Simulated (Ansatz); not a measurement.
An input for Ansatz 0.2.0 (Germanium (Fd-3m, 2 atoms a cell)):

```yaml
crystal:
  lattice:
    - [0.0, 2.82891, 2.82891]
    - [2.82891, 0.0, 2.82891]
    - [2.82891, 2.82891, 0.0]
  atoms:
    - { symbol: Ge, position: [0.0, 0.0, 0.0] }
    - { symbol: Ge, position: [0.25, 0.25, 0.25] }
kpoints:
  mp_grid: { grid: [6, 6, 6] }
hamiltonian:
  xc: r2scan
  pseudopotentials: { kind: paw, azcp: { folder: soft_1 } }
scf:
  occupations: { method: fixed }
gw:
  n_empty_bands: 534
  ecut_chi: 100
  qp_bands: [v2, c2]
  qp_kpoints: band_edges
  screening: { model: contour_deformation }
```

```sh
ansatz run input.yaml --threads 4 --pin off --max-ram 138240MiB --backend cuda --events-out ev --progress --plain --runs-dir out --devices 1 --max-vram 26GiB
```

How long will it take on 1 × NVIDIA H100 80GB HBM3 (shared by 3 runs) with 4 threads of AMD EPYC 7R13 (Zen 3), shared host, and how much memory?

It took 24 s; on shared hardware allow 12 s to 47 s. Peak host memory was 1.7 GiB. The sizes that set the cost: 1139 plane waves a state, 16 irreducible k points, 548 bands summed, 113 plane waves in the screening and 6 SCF cycles.

The screening grows as filled bands × empty bands × pairs of k points, times the square of the screening basis for the matrix.

[Paths, hosts, dates, memory and timing lines, banners, echoed tables and standing remarks are left out of the program output.]

[Logs are printed without paths, hosts, clocks, repeated set-up lines and the standing remarks that a program may print on its own settings, such as how far it seeks lower states.]

[Runs of the session that timed out or met a known fault of the program may be left out.]

[Cells called generated may have been cut or substituted from an entry of the Crystallography Open Database or the Materials Project.]

[Hosts, paths, dates, database ids (printed as entryN), source tags and the programs' standing remarks are cut or masked in the printed files.]
